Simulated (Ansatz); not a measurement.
# Bi2Te3 (Tellurobismuthite): a many-body input that goes wrong, and its mend

Aim: the G0W0 gap of Bi2Te3 (Tellurobismuthite). The first input has a fault.

Calculated with Ansatz 0.2.0; G0W0 on PBE, plane waves, PAW.

## Step 1: Starting point

The structure is trigonal, space group R-3m (No. 166). Conventional cell: a = 4.386 Å, b = 4.386 Å, c = 30.497 Å, α = 90.00°, β = 90.00°, γ = 120.00°. Nearest to Bi lie 6 Te at 3.07 to 3.25 Å. Nearest to Te lie 6 Bi at 3.25 Å. Nearest to Te lie 3 Bi at 3.07 Å. Farther neighbours and most contacts between anions are not listed.

The cell and positions come from the Crystallography Open Database and are kept as given unless a step says otherwise. Spin-orbit coupling is left out unless a step names it. The default PAW set here is soft_2. Its files were made with PBE.

## Step 2: First try

input.yaml reads:

```yaml
crystal:
  lattice:
    - [2.193, 1.2661291403, 10.1656666667]
    - [-2.193, 1.2661291403, 10.1656666667]
    - [0.0, -2.5322582807, 10.1656666667]
  atoms:
    - { symbol: Bi, position: [0.4, 0.4, 0.4] }
    - { symbol: Bi, position: [0.6, 0.6, 0.6] }
    - { symbol: Te, position: [0.0, 0.0, 0.0] }
    - { symbol: Te, position: [0.2095, 0.2095, 0.2095] }
    - { symbol: Te, position: [0.7905, 0.7905, 0.7905] }
kpoints:
  mp_grid: { grid: [4, 4, 4] }
hamiltonian:
  xc: pbe
scf:
  occupations: { method: fixed }
gw:
  n_empty_bands: 178
  ecut_chi: 60
  qp_bands: [v2, c2]
  qp_kpoints: band_edges
  screening: { model: contour_deformation }
  static_remainder: true
```

On the command line:

```
> ansatz run input.yaml --threads 3 --pin off --max-ram 64512MiB --backend cuda --events-out ev --progress --plain --runs-dir out --devices 1 --max-vram 24GiB  # rebuilt from the run's record
```

Numbers of over 12 decimals in the logs are rounded to 6 here.

The log of the run:

```text
Error: gw.static_remainder: true with hamiltonian.pseudopotentials.kind: paw|paw_fr|all_electron — the remainder's closure is formed of plane waves alone, without the terms of the atoms; leave out gw.static_remainder, or use kind: nc
```

Wall time 0.03 s (3 threads of AMD EPYC 7R13 (Zen 3), shared host); peak memory 0.08 GiB.

**Diagnosis.**

The input was rejected at the start.

The program's message: “Error: gw.static_remainder: true with hamiltonian.pseudopotentials.kind: paw|paw_fr|all_electron — the remainder's closure is formed of plane waves alone, without the terms of the atoms; leave out gw. …”

The fault: static remainder on PAW. The remainder's closure is built from plane waves alone and lacks the terms inside the atoms.

## Step 3: A better input

G0W0 replaces the xc potential by the self-energy, built once from these orbitals. Only a window of levels is corrected, while the sums run over the empty bands that the input names.

Changes to input.yaml since step 2:

```diff
@@ -18,4 +18,4 @@
 gw:
-  n_empty_bands: 178
-  ecut_chi: 60
+  n_empty_bands: 328
+  ecut_chi: 90.0
   qp_bands: [v2, c2]
@@ -23,2 +23 @@
   screening: { model: contour_deformation }
-  static_remainder: true
```

The log of the run:

```text
GPUs: using 1 of 1 available (devices: 1).
[...]
device memory: the entry about to start is reckoned to put 4.8 GiB on a device that reports 68.7 GiB free (of which the cap on the GPU budget leaves the run 24.0 GiB)
GPU FFT provider: cuFFT
GPU libraries: cuBLAS 13.8.2, cuFFT 12.4.0, cuSOLVER 12.3.4
Crystal: 5 atoms, lattice volume = 169.357 Å³
Basis set: ecut = 420 eV, 3345 PW (Γ)
Bands: 47, of which v1, the nominal top of the filled ones, is band 39 counted from 1 (38 counted from 0)
Symmetry: 12 space group operations
[...]
k-points: 13 of 64
[...]
GPU buffer pool allocated for 373248 grid points (all kernels)
GPU transforms: local potential and band sums: pruned to the plane-wave sphere, on 72×72×72
[...]
SCF iter   1: F=—  HF=-45734.113925 eV  |F-HF|=—  |Δ(HF+E_count)|=         —  Δρ=1.01e-3  dr2=2.67e-3  ethr=1.77e-3  ⟨swp⟩=5.2  Hψ=2030  notcnv=0  defer=71
[...]
0    41      9.9675   -10.0316    -2.8642   -12.8830  0.7595     9.9547     9.9547  root
     2    38      8.4003   -15.2981     1.1571   -13.8473  0.7390     8.1171     8.1066  root ?
     2    39      8.8063   -14.7723     0.5218   -14.0409  0.7504     8.5966     8.5966  root
     2    40      9.8946    -9.8159    -2.9068   -12.7273  0.7693     9.8992     9.8992  root
     2    41     10.3731    -9.9764    -2.9426   -12.9172  0.7577    10.3713    10.3713  root
     5    38      7.5378   -14.3934     1.2963   -12.8380  0.7334     7.2796     7.2788  root
     5    39      8.8376   -15.2386     0.7207   -14.2995  0.7488     8.6194     8.6193  root
[...]
6    38      7.7669   -15.1143     1.5931   -13.2243  0.7151     7.4794     7.4701  root ?
[...]
12    38      8.1598   -15.2913     1.3875   -13.6238  0.7287     7.8826     7.8798  root
    12    39      8.8749   -14.5522     0.3791   -14.0205  0.7489     8.7220     8.7222  root
    12    40     10.1603   -10.2181    -3.0192   -13.2340  0.7502    10.1569    10.1569  root
    12    41     10.4495   -10.2434    -3.0906   -13.3376  0.7449    10.4531    10.4531  root
[key lines of the parts left out:]
SCF converged after 7 iterations
Free energy (F): -45734.111013 eV
Fermi energy:    9.314846 eV
```

It took 45 s on 1 × NVIDIA H100 80GB HBM3 (shared by 3 runs) with 3 threads; peak memory 1.7 GiB; 77 s of CPU time.

Numbers from this step:

| Quantity | Value |
| --- | --- |
| bands summed | 367 |
| RPA ε∞ on this mesh (eigenvalues) | 47.42, 47.42, 54.46 |
| plane waves in the screening matrix | 339 |
| q-points in the mesh | 64 |
| G0W0 gap on the mesh | 0.4625 eV |
| k of the valence top | 0, 0, 0 |
| k of the conduction bottom | 0, 0, 0 |
| starting gap on the mesh | 0.2971 eV |
| Z at the valence top | 0.7533 |
| Z at the conduction bottom | 0.7710 |
| least direct G0W0 gap on the computed points | 0.4625 eV |

The gap on the mesh goes from 0.30 eV to 0.46 eV, a correction of +0.17 eV. Between the two edge states, bare exchange in place of the xc potential would open the gap by 3.07 eV, and correlation takes back 2.90 eV.

## Step 4: Outcome

```yaml
first_try: refused after 0.03 s
better_run: G0W0 gap on the mesh 0.46 eV (4×4×4 mesh, 328 empty bands, screening to 90 eV)
```

In words: The second run differs in: empty bands, screening cutoff (eV) and static remainder. Bands and cutoff are finite, so the gap is not at the basis limit. The miss can reach some tenths of an eV and take either sign; the mesh is an error of its own. Where an edge is built on 6p states of lead, bismuth or thallium, scalar-relativistic gaps usually stand too wide, by a few tenths to over one eV. With atoms this heavy and so narrow a gap, spin-orbit coupling can invert the bands. These scalar-relativistic gaps are then model values, not to be set against experiment, and a spin-orbit change taken from DFT can't simply be added. The RPA ε∞ on this mesh reaches over 25; with a narrow direct gap a coarse mesh can overstate it, and the correction is then too small.

[Paths, hosts, dates, memory and timing lines, banners, echoed tables and standing remarks are left out of the program output.]

[Logs are printed without paths, hosts, clocks, repeated set-up lines and the standing remarks that a program may print on its own settings, such as how far it seeks lower states.]

[Runs of the session that timed out or met a known fault of the program may be left out.]

[Cells called generated may have been cut or substituted from an entry of the Crystallography Open Database or the Materials Project.]

[Hosts, paths, dates, database ids (printed as entryN), source tags and the programs' standing remarks are cut or masked in the printed files.]
